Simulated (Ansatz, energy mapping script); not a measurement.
## MnF2: energy mapping under PBE0

Wanted: the magnetic order of MnF2, its couplings and an estimate of its ordering temperature, by PBE0.

Program: Ansatz 0.2.0. Level of theory: PBE0; plane waves, collinear spin, no spin–orbit coupling. Results are calculated unless marked as measured.

## (1) Starting point

The structure is tetragonal, space group P4_2/mnm (No. 136). The conventional cell has a = 4.874 Å, b = 4.874 Å, c = 3.311 Å, α = 90.00°, β = 90.00°, γ = 90.00°. Nearest to Mn lie 6 F at 2.10 to 2.13 Å. Nearest to F lie 3 Mn at 2.10 to 2.13 Å. Farther neighbours and most contacts between anions are not listed.

Exact exchange localises the open shell without a U to choose, and it is dear.

## (2) Order 1: parallel, cell A of 12 atoms

Each cell gets its own parallel run on the same mesh, so that most of the mesh error cancels in the differences.

The input, input.yaml:

```yaml
crystal:
  lattice:
    - [4.8738, 0.0, 0.0]
    - [0.0, 4.8738, 3.3107]
    - [0.0, -4.8738, 3.3107]
  atoms:
    - { symbol: Mn, position: [0.0, 0.0, 0.0], spin: 4.5 }
    - { symbol: Mn, position: [0.0, 0.5, 0.5], spin: 4.5 }
    - { symbol: Mn, position: [0.5, 0.5, 0.0], spin: 4.5 }
    - { symbol: Mn, position: [0.5, 0.0, 0.5], spin: 4.5 }
    - { symbol: F, position: [0.3053, 0.15265, 0.84735] }
    - { symbol: F, position: [0.3053, 0.65265, 0.34735] }
    - { symbol: F, position: [0.1947, 0.65265, 0.84735] }
    - { symbol: F, position: [0.1947, 0.15265, 0.34735] }
    - { symbol: F, position: [0.6947, 0.34735, 0.65265] }
    - { symbol: F, position: [0.6947, 0.84735, 0.15265] }
    - { symbol: F, position: [0.8053, 0.34735, 0.15265] }
    - { symbol: F, position: [0.8053, 0.84735, 0.65265] }
magnetization:
  spin_polarized: true
kpoints:
  mp_grid: { grid: [5, 4, 4] }
hamiltonian:
  xc: pbe0
scf:
  occupations: { method: fermi_dirac, width: 0.05 }
output:
  eigenvalues: true
```

Launch:

```console
$ ansatz run input.yaml --threads 8 --pin off --max-ram 61440MiB --backend cuda --events-out ev --progress --plain --runs-dir out
```

Numbers of over 12 decimals in the logs are rounded to 6 here.

The log of the run:

```text
Engine: ansatz 0.2.0, aarch64-unknown-linux-gnu
Pseudopotentials: kind: paw
Pseudopotential: Mn, paw, valence charge 15, recommended cutoff 420 eV (normal), Mn.paw.azcp
Pseudopotential: F, paw, valence charge 7, recommended cutoff 420 eV (normal), F.paw.azcp
Functional definition: PBE0
  parameter a = 0.25
  parameter kappa = 0.804
  parameter beta = 0.066725
  exchange = (1 - a)*pbe_x(kappa = kappa, mu = beta*pi^2/3) + a*exact_x
  correlation = pbe_c(beta = beta)
[...]
Crystal: 12 atoms, lattice volume = 157.284 Å³
Basis set: ecut = 420 eV, 3059 PW (Γ)
Bands: 81, of which v1, the nominal top of the filled ones, is band 58 counted from 1 (57 counted from 0)
Symmetry: 16 space group operations
Space group: P42/mnm (ITA 136), of the structure as read, at distance tolerance 5.4e-5 Å
Magnetic group: BNS 136.495 (UNI 1155), of the structure as read, at distance tolerance 5.4e-5 Å
k-points: 21 of 80
Non-local potential: Mn, projectors of the file, l = 0: 3, l = 1: 2, l = 2: 3, l = 3: 1
Non-local potential: F, projectors of the file, l = 0: 2, l = 1: 2, l = 2: 1
PAW form: soft (Blöchl's): semilocal exchange-correlation on the pseudo side does not see the compensation charge
PAW frozen core: Mn, regenerated for the run's functional, and the local potential with it (the file was generated under x = pbe(κ = 0.804, μ = 0.219515), c = pbe(β = 0.066725))
PAW frozen core: F, regenerated for the run's functional, and the local potential with it (the file was generated under x = pbe(κ = 0.804, μ = 0.219515), c = pbe(β = 0.066725))
PAW one-centre angular grid: Mn, 590 points (default); XC on 64 Gauss nodes
PAW one-centre angular grid: F, 110 points (default); XC on 64 Gauss nodes
Initial density: superposition of atomic densities (chi_scale 0.1, normalization cell, long waves kept (reshape's long-wave potential 0.01 eV rms))
Starting moments: Σ|m| = 18 μB on 4 of 12 sites
Initial wavefunctions: pseudopotential atomic-orbital guess
[...]
Functional: x = pbe(κ = 0.804, μ = 0.219515), c = pbe(β = 0.066725), warm-up for x = 0.75 pbe(κ = 0.804, μ = 0.219515) + 0.25 exact, c = pbe(β = 0.066725)
SCF iter   1: F=—  HF=-22139.469582 eV  |F-HF|=—  |Δ(HF+E_count)|=         —  Δρ=6.17e-1 (↑2.51e-1 ↓6.17e-1)  dr2=1.08e3  dr2_m=7.14e1  M=3.899 μB ∫|m|=3.995 μB  β_m=0.30  ethr=1.00e-1  ⟨swp⟩=6.0  Hψ=10709  notcnv=0
preconditioner: auto → Kerker (q_TF=auto, 2.593 Å⁻¹)  [metal: Δε(μ)=0.009 eV  Ē_g=13.076 eV  σ=0.050 eV  W_gap=0.05  n_scr=46 (ndim 8)  ℏωp=27.1 eV  f_vac=0.064  D(μ)=15.94/eV (n_scr^D=204)]
spin=Collinear: Kerker preconditioning applied to the charge; magnetization (m = ρ↑ − ρ↓) channel mixes plain (no charge-response kernel on spin).
SCF iter   2: F=—  HF=-22076.399037 eV  |F-HF|=—  |Δ(HF+E_count)|=    6.31e1  Δρ=1.60e-1 (↑1.09e-1 ↓1.60e-1)  dr2=4.32e1  dr2_m=8.13e0  M=19.978 μB ∫|m|=19.978 μB  β_m=1.00  ethr=1.00e-1  ⟨swp⟩=4.3  Hψ=10484  notcnv=0
[...]
SCF iter   4: F=—  HF=-22065.775433 eV  |F-HF|=—  |Δ(HF+E_count)|=   2.98e-1  Δρ=2.68e-2 (↑2.68e-2 ↓2.14e-2)  dr2=1.48e0  dr2_m=3.10e-1  M=20.000 μB ∫|m|=20.000 μB  β_m=0.30  ethr=1.15e-2  ⟨swp⟩=4.3  Hψ=10007  notcnv=0  defer=1
Mixer restart at iter 4: flushing history
spin-set hold released at iteration 4 (site moments contracting): the magnetisation degrees of freedom join the quasi-Newton model from the next iteration; the mixer history was flushed
SCF iter   5: F=—  HF=-22066.657969 eV  |F-HF|=—  |Δ(HF+E_count)|=   8.83e-1  Δρ=1.54e-2 (↑1.54e-2 ↓1.28e-2)  dr2=5.03e-1  dr2_m=1.49e-1  M=20.000 μB ∫|m|=20.001 μB  β_m=0.57  ethr=1.28e-3  ⟨swp⟩=3.4  Hψ=7362  notcnv=0
[...]
SCF iter  11: F=-22067.908720 eV  HF=-22067.908697 eV  |F-HF|=2.27e-5  |Δ(HF+E_count)|=   9.60e-5  Δρ=9.36e-5 (↑9.36e-5 ↓5.25e-5)  dr2=2.65e-5  dr2_m=1.24e-6  M=20.000 μB ∫|m|=20.002 μB  ethr=1.11e-7  ⟨swp⟩=3.5  Hψ=7644  notcnv=0
SCF 1 stopped early in 11 iterations: F = -22067.908720 eV  dr2 = 2.65e-5
  greatest PAW one-centre occupation: 1.005 electrons in one spin orbital (limit 2), on the Mn atom at site 3 (counted from 0), in its partial waves of l = 1
[...]
hybrid outer 1: dexx = +1.179e-1 eV, tail = 3.49e-4 eV
[...]
SCF 3 converged in 6 iterations: F = -22070.795977 eV  dr2 = 3.63e-9
hybrid outer 2: dexx = +5.677e-6 eV, tail = 3.69e-7 eV, Δε = 7.32e-3 eV (about 2.93e-4 eV left of the loop's levels)
[...]
Absolute magnetization: 20.0116 μB (∫|ρ↑−ρ↓|, with the PAW one-centre terms)
Spin contamination: 0.0100 ħ² per cell (⟨S²⟩ above its minimum at these occupations)
Per-site moments (μB) at R_I (Å): [(4.276478, 0.868027), (4.276478, 0.868027), (4.276478, 0.868027), (4.276478, 0.868027), (0.083447, 0.868027), (0.083447, 0.868027), (0.083447, 0.868027), (0.083447, 0.868027), (0.083447, 0.868027), (0.083447, 0.868027), (0.083447, 0.868027), (0.083447, 0.868027)]
Free energy (F): -22070.795977 eV
Frozen-core exchange: fock
Harris-Foulkes:  -22070.795977 eV  (|F-HF|=1.84e-9)
Internal energy: -22070.795977 eV  (E = F + TS)
E sigma→0 (E₀):  -22070.795977 eV
Fermi energy:    7.196740 eV
--- Per-component energies (eV) ---
  E_band       = -1986.318319
  E_kinetic    = 2861.132427
  E_local      = -14492.888027  (includes V_loc(G=0)·N_el)
  E_nonlocal   = 1615.908425
  E_hartree    = 5790.663421
  E_xc         = -829.867627
  E_vxc        = -1061.702700  (∫ρ·V_xc dr)
  E_exx        = -532.286240  (= α·E_x^exact, valence–valence)
  E_paw        = -6572.437133  (= ΣΔE_a)
  E_vpaw       = -1425.548464  (= ΣTr[D̂ρ^β])
  E_aug_tail   = 0.016301  (compensation charges beyond the density's cutoff)
  E_ewald      = -9910.015134
  E_core_change = -1.022391  (= ΣΔE_core)
  E_smearing   = -0.000000  (= −TS)
  E_closure    = -0.000000  (closes the sum)
  Σ components = -22070.795977   (vs F -22070.795977, Δ=0.00e0)
--- Band table (eV; the first three rows and the last of 42) ---
  k-point 0 ↑: bands = [... 54 lower, 2.4719, 2.6046, 2.6046, 2.9200, 2.9431, 2.9431, 3.1366]
  k-point 1 ↑: bands = [... 54 lower, 2.5986, 2.6148, 2.6453, 2.9968, 3.0337, 3.1265, 3.1349]
  k-point 2 ↑: bands = [... 54 lower, 2.6541, 2.6541, 2.8419, 2.8419, 3.0533, 3.0533, 3.4675]
  k-point 20 ↓: bands = [... 54 lower, 12.1291, 12.1291, 12.2260, 12.2260, 12.4115, 12.4115]
```

It took 11 s on 1 × NVIDIA GB200 with 8 threads of Arm Neoverse V2, shared host; peak memory 2.3 GiB; 28 s of CPU time.

Spin moment in the sphere by atom:

| atom | spin moment in the sphere (μB) |
| --- | --- |
| Mn1 | 4.28 |
| Mn2 | 4.28 |
| Mn3 | 4.28 |
| Mn4 | 4.28 |
| F5 | 0.08 |
| F6 | 0.08 |
| F7 | 0.08 |
| F8 | 0.08 |
| F9 | 0.08 |
| F10 | 0.08 |
| F11 | 0.08 |
| F12 | 0.08 |

The run ends ferromagnetic.

## (3) Compensated +−+− start in cell A (12 atoms)

This order reverses 2 of the 2 neighbours at 3.31 Å, 4 of the 8 neighbours at 3.82 Å and 2 of the 4 neighbours at 4.87 Å, counted for an average magnetic atom.

Changes to input.yaml since step 2:

```diff
@@ -7,5 +7,5 @@
     - { symbol: Mn, position: [0.0, 0.0, 0.0], spin: 4.5 }
-    - { symbol: Mn, position: [0.0, 0.5, 0.5], spin: 4.5 }
+    - { symbol: Mn, position: [0.0, 0.5, 0.5], spin: -4.5 }
     - { symbol: Mn, position: [0.5, 0.5, 0.0], spin: 4.5 }
-    - { symbol: Mn, position: [0.5, 0.0, 0.5], spin: 4.5 }
+    - { symbol: Mn, position: [0.5, 0.0, 0.5], spin: -4.5 }
     - { symbol: F, position: [0.3053, 0.15265, 0.84735] }
```

The log of the run:

```text
[...]
Crystal: 12 atoms, lattice volume = 157.284 Å³
Basis set: ecut = 420 eV, 3059 PW (Γ)
Bands: 81, of which v1, the nominal top of the filled ones, is band 58 counted from 1 (57 counted from 0)
Symmetry: 4 space group operations
[...]
k-points: 30 of 80
[...]
Starting moments: Σ|m| = 18 μB on 4 of 12 sites
Starting magnetic order: antiferromagnet; a translation exchanges its spin sublattices: spin-degenerate at every k-point
[...]
the translation (0, 0.5, 0.5) carries every atom to within crystal.symmetry.tolerance of an atom of its element with the starting moment reversed, but both spin channels are solved: the dense algebra is the device's
SCF iter   1: F=—  HF=-22139.717952 eV  |F-HF|=—  |Δ(HF+E_count)|=         —  Δρ=4.69e-1 (↑4.69e-1 ↓4.69e-1)  dr2=1.07e3  dr2_m=6.95e1  M=-0.000 μB ∫|m|=3.571 μB  β_m=0.30  ethr=1.00e-1  ⟨swp⟩=6.1  Hψ=15436  notcnv=0
[...]
SCF iter   3: F=—  HF=-22066.451909 eV  |F-HF|=—  |Δ(HF+E_count)|=    1.00e1  Δρ=6.04e-2 (↑6.04e-2 ↓6.04e-2)  dr2=1.28e1  dr2_m=8.51e-2  M=-0.000 μB ∫|m|=19.249 μB  β_m=1.00  ethr=3.62e-2  ⟨swp⟩=3.0  Hψ=10351  notcnv=0
[...]
SCF iter   4: F=—  HF=-22065.540486 eV  |F-HF|=—  |Δ(HF+E_count)|=   9.11e-1  Δρ=1.72e-2 (↑1.72e-2 ↓1.72e-2)  dr2=5.67e-1  dr2_m=1.55e-1  M=0.000 μB ∫|m|=19.208 μB  β_m=0.30  ethr=4.82e-4  ⟨swp⟩=3.7  Hψ=22652  notcnv=0  defer=9
[...]
hybrid outer 1: dexx = +1.426e-1 eV, tail = 3.79e-4 eV
[...]
SCF 3 converged in 6 iterations: F = -22070.842539 eV  dr2 = 6.64e-9
[...]
Per-site moments (μB) at R_I (Å): [(4.269566, 0.868027), (-4.269565, 0.868027), (4.269566, 0.868027), (-4.269565, 0.868027), (0.027508, 0.868027), (-0.027508, 0.868027), (0.027508, 0.868027), (-0.027508, 0.868027), (-0.027508, 0.868027), (0.027508, 0.868027), (0.027508, 0.868027), (-0.027508, 0.868027)]
Free energy (F): -22070.842539 eV
Frozen-core exchange: fock
[...]
Internal energy: -22070.842539 eV  (E = F + TS)
E sigma→0 (E₀):  -22070.842539 eV
Fermi energy:    7.275387 eV
[...]
--- Band table (eV; the first three rows and the last of 60) ---
  k-point 0 ↑: bands = [... 54 lower, 3.4178, 3.7621, 4.1296, 4.6597, 9.7934, 11.6891, 11.8118]
  k-point 1 ↑: bands = [... 54 lower, 3.4609, 3.7316, 4.0967, 4.6769, 10.3734, 11.7011]
  k-point 2 ↑: bands = [... 54 lower, 3.5038, 3.6981, 4.0666, 4.6949, 11.6332, 11.7119]
  k-point 29 ↓: bands = [... 54 lower, 3.6006, 3.6006, 4.2570, 4.2570, 11.8263, 11.8263]
```

It took 13 s on 1 × NVIDIA GB200 with 8 threads; peak memory 2.5 GiB.

Spin moment in the sphere by atom:

| atom | spin moment in the sphere (μB) |
| --- | --- |
| Mn1 | 4.27 |
| Mn2 | -4.27 |
| Mn3 | 4.27 |
| Mn4 | -4.27 |
| F5 | 0.03 |
| F6 | -0.03 |
| F7 | 0.03 |
| F8 | -0.03 |
| F9 | -0.03 |
| F10 | 0.03 |
| F11 | 0.03 |
| F12 | -0.03 |

The run ends antiferromagnetic, 11.64 meV a magnetic atom below the parallel order of its cell.

## (4) Uncompensated +++− start in cell A (12 atoms)

This order reverses 1 of the 2 neighbours at 3.31 Å, 4 of the 8 neighbours at 3.82 Å and 1 of the 4 neighbours at 4.87 Å, counted for an average magnetic atom.

Changes to input.yaml since step 3:

```diff
@@ -7,3 +7,3 @@
     - { symbol: Mn, position: [0.0, 0.0, 0.0], spin: 4.5 }
-    - { symbol: Mn, position: [0.0, 0.5, 0.5], spin: -4.5 }
+    - { symbol: Mn, position: [0.0, 0.5, 0.5], spin: 4.5 }
     - { symbol: Mn, position: [0.5, 0.5, 0.0], spin: 4.5 }
```

The log of the run:

```text
[...]
Crystal: 12 atoms, lattice volume = 157.284 Å³
Basis set: ecut = 420 eV, 3059 PW (Γ)
Bands: 81, of which v1, the nominal top of the filled ones, is band 58 counted from 1 (57 counted from 0)
Symmetry: 4 space group operations
[...]
k-points: 27 of 80
[...]
Starting moments: Σ|m| = 18 μB on 4 of 12 sites
[...]
Internal energy: -22070.842064 eV  (E = F + TS)
E sigma→0 (E₀):  -22070.842064 eV
Fermi energy:    7.216341 eV
[...]
--- Band table (eV; the first three rows and the last of 54) ---
  k-point 0 ↑: bands = [... 54 lower, 2.8532, 2.8893, 3.0023, 3.2134, 3.5781, 3.7076, 4.3054]
  k-point 1 ↑: bands = [... 54 lower, 2.8358, 2.9077, 3.1159, 3.1951, 3.5895, 3.7570, 4.1501]
  k-point 2 ↑: bands = [... 54 lower, 2.8424, 2.8514, 3.0617, 3.4841, 3.6725, 3.7881, 3.9848]
  k-point 26 ↓: bands = [... 54 lower, 11.7128, 11.7853, 11.8922, 12.0195, 12.1179, 12.1283]
[key lines of the parts left out:]
Free energy (F): -22070.842064 eV
```

Run time: 12 s. Hardware: 1 × NVIDIA GB200 with 8 threads; peak memory 2.5 GiB.

The run ends ferrimagnetic, 11.52 meV a magnetic atom below the parallel order of its cell.

## (5) Order 4: parallel, cell B of 6 atoms

The parallel order again, as the reference for this cell.

input.yaml, the sections that differ from step 4:

```yaml
crystal:
  lattice:
    - [0.0, 0.0, 3.3107]
    - [4.8738, 0.0, 0.0]
    - [0.0, 4.8738, 0.0]
  atoms:
    - { symbol: Mn, position: [0.0, 0.0, 0.0], spin: 4.5 }
    - { symbol: Mn, position: [0.5, 0.5, 0.5], spin: 4.5 }
    - { symbol: F, position: [0.0, 0.3053, 0.3053] }
    - { symbol: F, position: [0.5, 0.1947, 0.8053] }
    - { symbol: F, position: [0.0, 0.6947, 0.6947] }
    - { symbol: F, position: [0.5, 0.8053, 0.1947] }
kpoints:
  mp_grid: { grid: [7, 5, 5] }
# magnetization, hamiltonian, scf, output: as in step 4
```

The log of the run:

```text
[...]
Crystal: 6 atoms, lattice volume = 78.642 Å³
Basis set: ecut = 420 eV, 1519 PW (Γ)
Bands: 41, of which v1, the nominal top of the filled ones, is band 29 counted from 1 (28 counted from 0)
Symmetry: 16 space group operations
[...]
k-points: 24 of 175
[...]
Starting moments: Σ|m| = 9 μB on 2 of 6 sites
[...]
--- Band table (eV; the first three rows and the last of 48) ---
  k-point 0 ↑: bands = [... 25 lower, 2.4034, 2.4142, 2.4721, 2.4721, 2.9201, 3.3038, 4.3691, 4.3691, ... 8 higher]
  k-point 1 ↑: bands = [... 25 lower, 2.5113, 2.5331, 2.5393, 2.5555, 3.1190, 3.2307, 4.3188, 4.3290, ... 8 higher]
  k-point 2 ↑: bands = [... 25 lower, 2.5664, 2.6513, 2.6739, 2.7520, 3.0171, 3.7379, 4.2394, 4.2508, ... 8 higher]
  k-point 23 ↓: bands = [... 25 lower, 11.8867, 11.9278, 12.1091, 12.2076, 12.2895, 12.7261, 12.8577, 13.2172, ... 8 higher]
[key lines of the parts left out:]
Magnetization: 10.0000 μB (34.0000 up, 24.0000 down)
Free energy (F): -11035.397953 eV
Fermi energy:    7.197065 eV
```

Wall time 6.3 s (1 × NVIDIA GB200 with 8 threads); peak memory 2 GiB; 14 s of CPU time.

The run ends ferromagnetic. For each magnetic atom its energy differs from the parallel run of the first cell by 0.02 meV, an error that one common reference would have brought in.

## (6) Compensated +− start in cell B (6 atoms)

This order reverses 0 of the 2 neighbours at 3.31 Å, 8 of the 8 neighbours at 3.82 Å and 0 of the 4 neighbours at 4.87 Å, counted for an average magnetic atom.

Changes to input.yaml since step 5:

```diff
@@ -7,3 +7,3 @@
     - { symbol: Mn, position: [0.0, 0.0, 0.0], spin: 4.5 }
-    - { symbol: Mn, position: [0.5, 0.5, 0.5], spin: 4.5 }
+    - { symbol: Mn, position: [0.5, 0.5, 0.5], spin: -4.5 }
     - { symbol: F, position: [0.0, 0.3053, 0.3053] }
```

The log of the run:

```text
[...]
Crystal: 6 atoms, lattice volume = 78.642 Å³
Basis set: ecut = 420 eV, 1519 PW (Γ)
Bands: 41, of which v1, the nominal top of the filled ones, is band 29 counted from 1 (28 counted from 0)
Symmetry: 8 space group operations
[...]
k-points: 36 of 175
[...]
Starting moments: Σ|m| = 9 μB on 2 of 6 sites
[...]
--- Band table (eV; the first three rows and the last of 72) ---
  k-point 0 ↑: bands = [... 25 lower, 2.6743, 2.8835, 3.8514, 4.2283, 9.8168, 11.5519, 12.2048, 12.2651, ... 8 higher]
  k-point 1 ↑: bands = [... 25 lower, 2.6896, 2.8960, 3.9565, 4.2416, 10.2695, 11.5793, 12.1963, 12.2500, ... 8 higher]
  k-point 2 ↑: bands = [... 25 lower, 2.7126, 2.9117, 4.1143, 4.2633, 11.3196, 11.6874, 12.1819, 12.2255, ... 8 higher]
  k-point 35 ↓: bands = [... 25 lower, 2.6371, 2.9006, 3.6172, 4.1297, 11.9283, 11.9488, 12.2320, 12.7582, ... 8 higher]
[key lines of the parts left out:]
Magnetization: 0.0000 μB (29.0000 up, 29.0000 down)
Free energy (F): -11035.443582 eV
Fermi energy:    7.122083 eV
```

Run time: 8 s. Hardware: 1 × NVIDIA GB200 with 8 threads; peak memory 2 GiB; 20 s of CPU time.

The run ends antiferromagnetic, 22.81 meV a magnetic atom below the parallel order of its cell.

## (7) Parallel start in cell C (12 atoms)

The parallel order again, as the reference for this cell.

The input, input.yaml:

```yaml
crystal:
  lattice:
    - [0.0, -4.8738, -3.3107]
    - [0.0, 4.8738, -3.3107]
    - [4.8738, 0.0, 3.3107]
  atoms:
    - { symbol: Mn, position: [0.5, 0.5, 0.0], spin: 4.5 }
    - { symbol: Mn, position: [0.0, 0.0, 0.0], spin: 4.5 }
    - { symbol: Mn, position: [0.25, 0.75, 0.5], spin: 4.5 }
    - { symbol: Mn, position: [0.75, 0.25, 0.5], spin: 4.5 }
    - { symbol: F, position: [0.5, 0.8053, 0.3053] }
    - { symbol: F, position: [0.0, 0.3053, 0.3053] }
    - { symbol: F, position: [0.9447, 0.75, 0.1947] }
    - { symbol: F, position: [0.4447, 0.25, 0.1947] }
    - { symbol: F, position: [0.5, 0.1947, 0.6947] }
    - { symbol: F, position: [0.0, 0.6947, 0.6947] }
    - { symbol: F, position: [0.5553, 0.75, 0.8053] }
    - { symbol: F, position: [0.0553, 0.25, 0.8053] }
magnetization:
  spin_polarized: true
kpoints:
  mp_grid: { grid: [5, 5, 5] }
hamiltonian:
  xc: pbe0
scf:
  occupations: { method: fermi_dirac, width: 0.05 }
output:
  eigenvalues: true
```

The log of the run:

```text
[...]
Crystal: 12 atoms, lattice volume = 157.284 Å³
Basis set: ecut = 420 eV, 3031 PW (Γ)
Bands: 81, of which v1, the nominal top of the filled ones, is band 58 counted from 1 (57 counted from 0)
Symmetry: 32 space group operations
[...]
k-points: 18 of 125
[...]
Starting moments: Σ|m| = 18 μB on 4 of 12 sites
[...]
Internal energy: -22070.795828 eV  (E = F + TS)
E sigma→0 (E₀):  -22070.795828 eV
Fermi energy:    7.204388 eV
[...]
--- Band table (eV; the first three rows and the last of 36) ---
  k-point 0 ↑: bands = [... 54 lower, 2.5820, 2.6105, 2.6105, 2.8760, 2.8760, 2.9198, 3.3035]
  k-point 1 ↑: bands = [... 54 lower, 2.5552, 2.6088, 2.6088, 2.9705, 2.9705, 3.1187, 3.2304]
  k-point 2 ↑: bands = [... 54 lower, 2.6510, 2.6736, 2.7518, 2.9686, 2.9686, 3.0168, 3.1292]
  k-point 17 ↓: bands = [... 54 lower, 12.0946, 12.1169, 12.1579, 12.1983, 12.2036, 12.2413]
[key lines of the parts left out:]
Free energy (F): -22070.795828 eV
```

It took 10 s on 1 × NVIDIA GB200 with 8 threads; peak memory 2.3 GiB.

The run ends ferromagnetic. For each magnetic atom its energy differs from the parallel run of the first cell by 0.04 meV, an error that one common reference would have brought in.

[end of part 1 of 2]

[Logs and program files are shortened in this print: banners, set-up blocks, solver, clock and traceback lines can be left out without a mark of their own.]

[Logs are printed without paths, hosts, clocks, repeated set-up lines and the standing remarks that a program may print on its own settings, such as how far it seeks lower states.]

[Hosts, paths, dates, database ids (printed as entryN), source tags and the programs' standing remarks are cut or masked in the printed files.]

[Where a cell is said to come from a database of computed structures, the database is the Materials Project.]
